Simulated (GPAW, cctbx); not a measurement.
## SrCd3O4: what bonding does to one electron reflection, worked out

SrCd3O4, Pm-3m (no. 221), a = 4.8794 Å, b = 4.8794 Å, c = 4.8794 Å, α = 90.00°, β = 90.00°, γ = 90.00°.

```
atom  mult.    x    y    z
 Cd1      3    0    0  1/2
 Sr1      1  1/2  1/2  1/2
  O1      3  1/2    0  1/2
  O2      1    0    0    0
```

The cell is our own: ordered rocksalt alloy in the eight-atom cube, 3 of 4 Sr sites given to Cd.

A DFT run (GPAW, PBE, 600 eV, 5×5×5 k-points, Fermi–Dirac width 0.02 eV) gives the static X-ray structure factor of 111 as 126.480 e for the conventional cell; superposed free atoms give 127.856 e. **Problem.** Find the Fourier component V of the crystal potential and the two-beam extinction distance at 300 kV in both cases.

**1. Geometry**

The cell volume is Ω = 116.17 Å³ and d(111) = 2.8171 Å, so g = 1/d = 0.3550 Å⁻¹.

**2. The nuclei**

Electrons feel nuclei as well as electrons, so the nuclear charges are summed with the same phases.

Phase sums Σ exp(2πi h·x), turned so that the total is real and positive: Cd +3.000, Sr +1.000, O -4.000. Then F_Z = 48 × (+3.000) + 38 × (+1.000) + 8 × (-4.000) = 150.00 e. The electron term has the same sign for this reflection.

**3. Mott–Bethe**

Poisson's equation, term by term, gives V = (e/4πε₀)(F_Z − F)/(πΩg²), with e/4πε₀ = 14.3996 V Å.

The prefactor is 14.3996 × 2.8171²/(π × 116.17) = 0.31312 V per electron. Free atoms: (150.00 − 127.856) × 0.31312 = 6.934 V. Crystal: (150.00 − 126.480) × 0.31312 = 7.365 V. F changes by -1.08 % and V by +6.2 %: the same 1.38 e is measured against F_Z − F = 22.1 e in place of F = 127.9 e.

**4. Extinction distance**

In the two-beam case ξ = 1/(λU) with U = 2γm₀eV/h², that is ξ = 150.41 V Å²/(γλV).

At 300 kV, λ = 0.01969 Å and γ = 1.5871. Free atoms: ξ = 694 Å. Crystal: ξ = 654 Å. The thickness fringes go as sin²(πt/ξ), so the two patterns slip by a quarter of a period when t|1/ξ₁ − 1/ξ₀| = 1/4, at t ≈ 279 nm. Thermal motion, absorption and many-beam coupling, left out here, change a real pattern.

**5. Answer**

V(111) is 7.36 V against 6.93 V, and ξ is 654 against 694 Å. Limits: static atoms, two beams.

[Outputs are excerpts: Python notices, other lines and further rows are left out; steps that failed or that the build refused (PBEsol, TPSS) are not shown.]

[Logs are printed without paths, hosts, clocks, repeated set-up lines and the standing remarks that a program may print on its own settings, such as how far it seeks lower states.]
